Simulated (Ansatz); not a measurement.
# Cs on W(100): change of the work function, part 2 of 3

How does one ordered layer of Cs (hollow site) change the work function of W(100), and what dipole does each adsorbate carry?

Ansatz 0.2.0; plane-wave DFT, PBE, Ansatz PAW.

So far, work function, upper face (eV): step 2 (the clean slab) 4.14.

## Step 3: The covered slab

System of this step: CsW20 (Cs/W(100)). The cell holds 21 atoms: 20 W and 1 Cs. Its edges and angles: a = 6.320 Å, b = 6.320 Å, c = 27.769 Å, α = 90.0°, β = 90.0°, γ = 90.0°. Vacuum lies along c.

The clean slab as it ended is repeated in the plane and the adsorbate is set on one face; the cell's size fixes the coverage, and the k-mesh shrinks with it to keep the sampling density about even. Adsorbate and upper layers relax, since the dipole depends on the height.

File input.yaml:

```yaml
crystal:
  lattice:
    - [6.32, 0.0, 0.0]
    - [0.0, 6.32, 0.0]
    - [0.0, 0.0, 27.76898373]
  atoms:
    - { symbol: W, position: [0.0, 0.0, 0.3241026063] }
    - { symbol: W, position: [0.25, 0.25, 0.3810006193] }
    - { symbol: W, position: [0.0, 0.0, 0.4378686917] }
    - { symbol: W, position: [0.25, 0.25, 0.4970936666] }
    - { symbol: W, position: [0.0, 0.0, 0.5486051086] }
    - { symbol: W, position: [0.0, 0.5, 0.3241026063] }
    - { symbol: W, position: [0.25, 0.75, 0.3810006193] }
    - { symbol: W, position: [0.0, 0.5, 0.4378686917] }
    - { symbol: W, position: [0.25, 0.75, 0.4970936666] }
    - { symbol: W, position: [0.0, 0.5, 0.5486051086] }
    - { symbol: W, position: [0.5, 0.0, 0.3241026063] }
    - { symbol: W, position: [0.75, 0.25, 0.3810006193] }
    - { symbol: W, position: [0.5, 0.0, 0.4378686917] }
    - { symbol: W, position: [0.75, 0.25, 0.4970936666] }
    - { symbol: W, position: [0.5, 0.0, 0.5486051086] }
    - { symbol: W, position: [0.5, 0.5, 0.3241026063] }
    - { symbol: W, position: [0.75, 0.75, 0.3810006193] }
    - { symbol: W, position: [0.5, 0.5, 0.4378686917] }
    - { symbol: W, position: [0.75, 0.75, 0.4970936666] }
    - { symbol: W, position: [0.5, 0.5, 0.5486051086] }
    - { symbol: Cs, position: [0.25, 0.25, 0.6758973937] }
kpoints:
  mp_grid: { grid: [6, 6, 1] }
hamiltonian:
  xc: pbe
scf:
  occupations: { method: fermi_dirac, width: 0.1 }
  convergence: { dr2_threshold: 1.0e-08 }
efield:
  axis: 3
  dipole_correction: true
  ramp_position: 0.97
  ramp_width: 0.06
relax:
  f_tol: 0.02
  max_steps: 60
  constraints: [{ sites: [0, 1, 5, 6, 10, 11, 15, 16] }]
output:
  dos: { projected: true, e_range: [-8, 4] }
  write_potential: true
  write_density: true
  volumetric_format: npy
  elf: true
```

Launch:

```console
$ ansatz run input.yaml --threads 4 --pin off --max-ram 6144MiB --backend cpu --events-out ev --progress --plain --runs-dir out
```

Output:

```text
[...]
Crystal: 21 atoms, lattice volume = 1109.160 Å³
Basis set: ecut = 420 eV, 21641 PW (Γ), exchange–correlation on 90×90×384 points (8 copies of the dense FFT grid, shifted against one another)
Bands: 174, of which v1, the nominal top of the filled ones, is band 145 counted from 1 (144 counted from 0)
Symmetry: 8 space group operations
[...]
k-points: 10 of 36
[...]
SCF iter   1: F=—  HF=-213348.004272 eV  |F-HF|=—  |Δ(HF+E_count)|=         —  Δρ=6.68e-3  dr2=7.29e0  ethr=1.77e-3  p=0.762 e·Å  D=1.24e-1 V/Å  ΔV_dip=-3.45 eV  dr2_dipole=4.29e0  V_vac-E_F(+/−)=1.01/4.46 eV  ⟨swp⟩=11.2  Hψ=9178  notcnv=0
[...]
SCF iter  11: F=-213347.816157 eV  HF=-213347.816157 eV  |F-HF|=7.74e-9  |Δ(HF+E_count)|=   6.98e-9  Δρ=4.42e-7  dr2=8.77e-9  ethr=3.46e-12  p=0.623 e·Å  D=1.02e-1 V/Å  ΔV_dip=-2.82 eV  dr2_dipole=1.41e-9  V_vac-E_F(+/−)=1.42/4.24 eV  ⟨swp⟩=12.4  Hψ=13244  notcnv=0
SCF 1 converged in 11 iterations: F = -213347.816157 eV  dr2 = 8.77e-9
[...]
relax step   1: F+E_penalty+E_count = -213347.81615692 eV  Δ(F+E_penalty+E_count) = +0.000e0 eV  max|allowed force component| = 3.284e-1 eV/Å  Δτ_max = 0.0000 Å  (11 SCF iters, accepted)
[...]
iter 1 solved again at ethr=5.91e-5 eV; its pass at ethr=3.10e-3 eV (dr2=1.71e-1 eV) is discarded
[...]
SCF iter   9: F=-213347.843104 eV  HF=-213347.843104 eV  |F-HF|=5.36e-9  |Δ(HF+E_count)|=   5.27e-9  Δρ=3.71e-7  dr2=5.41e-9  ethr=3.46e-12  p=0.626 e·Å  D=1.02e-1 V/Å  ΔV_dip=-2.84 eV  dr2_dipole=1.07e-9  V_vac-E_F(+/−)=1.40/4.24 eV  ⟨swp⟩=12.1  Hψ=12975  notcnv=0
SCF 2 converged in 9 iterations: F = -213347.843104 eV  dr2 = 5.41e-9
[...]
relax step   2: F+E_penalty+E_count = -213347.84310351 eV  Δ(F+E_penalty+E_count) = -2.695e-2 eV  max|allowed force component| = 3.003e-1 eV/Å  Δτ_max = 0.0593 Å  (9 SCF iters, accepted)
SCF iter   1: F=—  HF=-213347.929259 eV  |F-HF|=—  |Δ(HF+E_count)|=         —  Δρ=2.94e-3  dr2=3.11e-1  ethr=3.02e-3  p=0.626 e·Å  D=1.02e-1 V/Å  ΔV_dip=-2.84 eV  dr2_dipole=5.52e-2  V_vac-E_F(+/−)=1.42/4.26 eV  ⟨swp⟩=3.9  Hψ=3389  notcnv=0
[...]
SCF iter   9: F=-213347.911076 eV  HF=-213347.911076 eV  |F-HF|=4.57e-9  |Δ(HF+E_count)|=   8.70e-9  Δρ=4.46e-7  dr2=6.96e-9  ethr=3.46e-12  p=0.617 e·Å  D=1.01e-1 V/Å  ΔV_dip=-2.80 eV  dr2_dipole=1.90e-9  V_vac-E_F(+/−)=1.44/4.24 eV  ⟨swp⟩=10.0  Hψ=14192  notcnv=0
SCF 3 converged in 9 iterations: F = -213347.911076 eV  dr2 = 6.96e-9
relax step   3: F+E_penalty+E_count = -213347.91107551 eV  Δ(F+E_penalty+E_count) = -6.797e-2 eV  max|allowed force component| = 4.698e-1 eV/Å  Δτ_max = 0.1951 Å  (9 SCF iters, accepted)
[...]
relax step   4: F+E_penalty+E_count = -213347.99326631 eV  Δ(F+E_penalty+E_count) = -8.219e-2 eV  max|allowed force component| = 4.115e-1 eV/Å  Δτ_max = 0.1952 Å  (10 SCF iters, accepted)
[...]
relax step   5: F+E_penalty+E_count = -213347.86568350 eV  Δ(F+E_penalty+E_count) = +1.276e-1 eV  max|allowed force component| = 4.999e-1 eV/Å  Δτ_max = 0.1996 Å  (10 SCF iters, rejected (line search))
[...]
relax step   6: F+E_penalty+E_count = -213348.01892223 eV  Δ(F+E_penalty+E_count) = -2.566e-2 eV  max|allowed force component| = 1.151e-1 eV/Å  Δτ_max = 0.0340 Å  (10 SCF iters, accepted)
[...]
relax step   7: F+E_penalty+E_count = -213348.02225856 eV  Δ(F+E_penalty+E_count) = -3.336e-3 eV  max|allowed force component| = 1.555e-1 eV/Å  Δτ_max = 0.0296 Å  (9 SCF iters, accepted)
[...]
relax step   8: F+E_penalty+E_count = -213348.02392168 eV  Δ(F+E_penalty+E_count) = -1.663e-3 eV  max|allowed force component| = 4.826e-2 eV/Å  Δτ_max = 0.0228 Å  (8 SCF iters, accepted)
SCF iter   1: F=—  HF=-213348.025162 eV  |F-HF|=—  |Δ(HF+E_count)|=         —  Δρ=4.84e-4  dr2=6.08e-3  ethr=6.04e-5  p=0.590 e·Å  D=9.63e-2 V/Å  ΔV_dip=-2.67 eV  dr2_dipole=6.77e-4  V_vac-E_F(+/−)=1.55/4.23 eV  ⟨swp⟩=2.0  Hψ=2784  notcnv=0
[...]
SCF iter   8: F=-213348.025053 eV  HF=-213348.025053 eV  |F-HF|=1.16e-10  |Δ(HF+E_count)|=   2.76e-9  Δρ=2.49e-7  dr2=1.80e-9  ethr=3.46e-12  p=0.592 e·Å  D=9.65e-2 V/Å  ΔV_dip=-2.68 eV  dr2_dipole=6.23e-11  V_vac-E_F(+/−)=1.55/4.23 eV  ⟨swp⟩=11.3  Hψ=12634  notcnv=0
SCF 9 converged in 8 iterations: F = -213348.025053 eV  dr2 = 1.80e-9
relax step   9: F+E_penalty+E_count = -213348.02505302 eV  Δ(F+E_penalty+E_count) = -1.131e-3 eV  max|allowed force component| = 1.583e-2 eV/Å  Δτ_max = 0.0129 Å  (8 SCF iters, accepted)
NSCF: frozen V_eff on 10 k-points
[...]
SCF converged after 8 iterations
Free energy (F): -213348.025053 eV
[...]
Internal energy: -213347.329200 eV  (E = F + TS)
E sigma→0 (E₀):  -213347.677126 eV
Entropy (-TS):   -0.695853 eV (-33.136 meV/atom)
Fermi energy:    4.848500 eV
Dipole field:    D = 0.096524 V/Å  (p = 0.591656 e·Å, saw-weighted, corrected)
Work function:   Φ+ = 1.5482 eV   Φ− = 4.2286 eV
[...]
--- Forces (eV/Å), atoms counted from 1 ---
  atom   1  W     -0.04555941    -0.04555941     1.29108189
  atom   2  W     -0.00000000    -0.00000000    -1.12090011
  atom   3  W      0.00614235     0.00614235     0.00134474
  atom   4  W      0.00000000     0.00000000     0.01582925
  atom   5  W      0.00017791     0.00017791     0.00021664
  atom   6  W     -0.04555941     0.04555941     1.29108189
  atom   7  W     -0.00000000     0.00000000    -1.30977560
  atom   8  W      0.00614235    -0.00614235     0.00134474
  atom   9  W     -0.00000000    -0.00000000    -0.00843302
  atom  10  W      0.00017791    -0.00017791     0.00021664
  atom  11  W      0.04555941    -0.04555941     1.29108189
  atom  12  W     -0.00000000     0.00000000    -1.30977560
  atom  13  W     -0.00614235     0.00614235     0.00134474
  atom  14  W      0.00000000     0.00000000    -0.00843302
  atom  15  W     -0.00017791     0.00017791     0.00021664
  atom  16  W      0.04555941     0.04555941     1.29108189
  atom  17  W     -0.00000000     0.00000000    -1.43130104
  atom  18  W     -0.00614235    -0.00614235     0.00134474
  atom  19  W      0.00000000     0.00000000     0.01230677
  atom  20  W     -0.00017791    -0.00017791     0.00021664
  atom  21  Cs    -0.00000000     0.00000000    -0.01015452
  max |Σ_I F_I| component: 6.38e-5 eV/Å
--- Band table (eV; the first three rows and the last of 10) ---
  k-point 0: bands = [... 141 lower, 4.8345, 4.8766, 4.8766, 4.9312, 5.0121, 5.0121, 5.1284, 5.6387, ... 25 higher]
  k-point 1: bands = [... 141 lower, 4.6600, 4.7933, 4.8671, 4.9924, 5.0037, 5.2769, 5.3571, 5.5590, ... 25 higher]
  k-point 2: bands = [... 141 lower, 4.7306, 4.7460, 4.8523, 5.1074, 5.1302, 5.1433, 5.1901, 5.3184, ... 25 higher]
  k-point 9: bands = [... 141 lower, 4.4965, 4.6203, 4.6299, 4.6337, 4.6337, 4.6362, 4.7245, 4.7604, ... 25 higher]
--- Relaxed structure (9 steps of the walk, 8 accepted, 0 SCFs on fresh bases) ---
  F+E_penalty+E_count = -213348.02505302 eV   max|allowed force component| = 1.583e-2 eV/Å
  atoms:
    - { symbol: W, position: [0.0, 0.0, 0.3241026063] }
    - { symbol: W, position: [0.250000, 0.250000, 0.3810006193] }
    - { symbol: W, position: [0.00305495, 0.00305495, 0.438279] }
    - { symbol: W, position: [0.250000, 0.250000, 0.500776] }
    - { symbol: W, position: [-0.022741, -0.022741, 0.549830] }
    - { symbol: W, position: [0.0, 0.500000, 0.3241026063] }
    - { symbol: W, position: [0.250000, 0.75, 0.3810006193] }
    - { symbol: W, position: [0.00305495, 0.496945, 0.438279] }
    - { symbol: W, position: [0.250000, 0.75, 0.496514] }
    - { symbol: W, position: [-0.022741, 0.522741, 0.549830] }
    - { symbol: W, position: [0.500000, 0.0, 0.3241026063] }
    - { symbol: W, position: [0.75, 0.250000, 0.3810006193] }
    - { symbol: W, position: [0.496945, 0.00305495, 0.438279] }
    - { symbol: W, position: [0.75, 0.250000, 0.496514] }
    - { symbol: W, position: [0.522741, -0.022741, 0.549830] }
    - { symbol: W, position: [0.500000, 0.500000, 0.3241026063] }
    - { symbol: W, position: [0.75, 0.75, 0.3810006193] }
    - { symbol: W, position: [0.496945, 0.496945, 0.438279] }
    - { symbol: W, position: [0.75, 0.75, 0.492777] }
    - { symbol: W, position: [0.522741, 0.522741, 0.549830] }
    - { symbol: Cs, position: [0.250000, 0.250000, 0.660784] }
```

Elapsed: 2.5 min, on 4 threads of AMD EPYC 9R45 (Zen 5), shared host; peak memory 4.6 GiB.

Relaxation path:

```
step  energy less that of the first step (eV)  largest force component (eV/Å)
   1                                   0.0000                          0.3284
   2                                  -0.0269                          0.3003
   3                                  -0.0949                          0.4698
   4                                  -0.1771                          0.4115
   5                                  -0.0495                          0.4999
   6                                  -0.2028                          0.1151
   7                                  -0.2061                          0.1555
   8                                  -0.2078                          0.0483
   9                                  -0.2089                          0.0158
```

Relaxation step 5 was tried and not accepted.

The run keeps the 8 symmetry operations that the program found, so distortions that break them were not tested.

The atoms that moved most (Å):

```
atom      dx      dy      dz  length
Cs21   0.000   0.000  -0.420   0.420
 W20   0.144   0.144   0.034   0.206
 W15   0.144  -0.144   0.034   0.206
 W10  -0.144   0.144   0.034   0.206
  W5  -0.144  -0.144   0.034   0.206
 W19   0.000   0.000  -0.120   0.120
  W4   0.000   0.000   0.102   0.102
  W3   0.019   0.019   0.011   0.030
```

Final coordinates:

```
W Cs
1.0
     6.32000    0.00000    0.00000
     0.00000    6.32000    0.00000
     0.00000    0.00000   27.76898
W Cs
20 1
Direct
  0.00000 0.00000 0.32410
  0.25000 0.25000 0.38100
  0.00305 0.00305 0.43828
  0.25000 0.25000 0.50078
  0.97726 0.97726 0.54983
  0.00000 0.50000 0.32410
  0.25000 0.75000 0.38100
  0.00305 0.49695 0.43828
  0.25000 0.75000 0.49651
  0.97726 0.52274 0.54983
  0.50000 0.00000 0.32410
  0.75000 0.25000 0.38100
  0.49695 0.00305 0.43828
  0.75000 0.25000 0.49651
  0.52274 0.97726 0.54983
  0.50000 0.50000 0.32410
  0.75000 0.75000 0.38100
  0.49695 0.49695 0.43828
  0.75000 0.75000 0.49278
  0.52274 0.52274 0.54983
  0.25000 0.25000 0.66078
```

Read from the output:

| Property | Result |
| --- | --- |
| energy at zero smearing | -213347.6771 eV |
| work function, upper face | 1.548 eV |
| work function, lower face | 4.229 eV |
| dipole along the normal | 0.5917 e·Å |
| step between the vacuum levels | -2.680 eV |

Running mean over 1.58 Å of the planar mean; the ramp of the sawtooth is left out. The electron's electrostatic potential energy less the Fermi level by z:

z (Å), electron's electrostatic potential energy less the Fermi level (eV) and a bar from the least value:
```
        4        4.2 ##############################
        5        4.2 ##############################
        6        4.1 ##############################
        7        3.4 #############################
        8       -2.6 ##################
        9      -11.3 ###
       10      -12.3 #
       11      -12.5 #
       12      -12.5 #
       13      -12.2 #
       14      -13.0 
       15      -12.7 #
       16       -5.5 #############
       17        1.5 #########################
       18       -0.1 #######################
       19       -0.3 ######################
       20        1.1 #########################
       21        1.5 #########################
       22        1.5 #########################
       23        1.5 #########################
       24        1.5 #########################
```

The density of states has structure finer than the step of the table below, so its rows give means over 0.25 eV. Peaks (eV: height): -3.970: 55.6, -3.910: 39.2, -3.010: 43.8, -2.920: 41.0, -2.410: 45.3, 1.290: 47.2, 1.860: 41.5.

Density of states against energy, zero at the Fermi level; means over each step:

```
energy (eV)  density of states (states/eV a cell)
      -7.75                                  1.36
      -7.50                                  1.27
      -7.25                                  1.38
      -7.00                                  1.89
      -6.75                                  4.26
      -6.50                                  2.38
      -6.25                                  4.51
      -6.00                                  6.80
      -5.75                                  5.98
      -5.50                                  9.67
      -5.25                                  13.4
      -5.00                                  14.6
      -4.75                                  14.9
      -4.50                                  12.7
      -4.25                                  20.9
      -4.00                                  31.7
      -3.75                                  16.2
      -3.50                                  12.5
      -3.25                                  12.8
      -3.00                                  33.6
      -2.75                                  25.9
      -2.50                                  27.6
      -2.25                                  25.3
      -2.00                                  20.4
      -1.75                                  26.9
      -1.50                                  22.1
      -1.25                                  17.9
      -1.00                                  19.1
      -0.75                                  15.4
      -0.50                                  27.2
      -0.25                                  24.0
       0.00                                  20.1
       0.25                                  17.4
       0.50                                  17.5
       0.75                                  19.1
       1.00                                  23.3
       1.25                                  31.4
       1.50                                  26.4
       1.75                                  30.4
```

(Continued in part 3 of 3.)

[Long decimals in the printed logs are rounded to 6 places.]

[Logs are printed without paths, hosts, clocks, repeated set-up lines and the standing remarks that a program may print on its own settings, such as how far it seeks lower states.]

[Hosts, paths, dates, database ids (printed as entryN), source tags and the programs' standing remarks are cut or masked in the printed files.]

[Maps of the electrostatic potential energy from Ansatz leave out the sawtooth potential of an applied field or a dipole correction, so their vacuum need not be flat; planar profiles and work functions include it.]
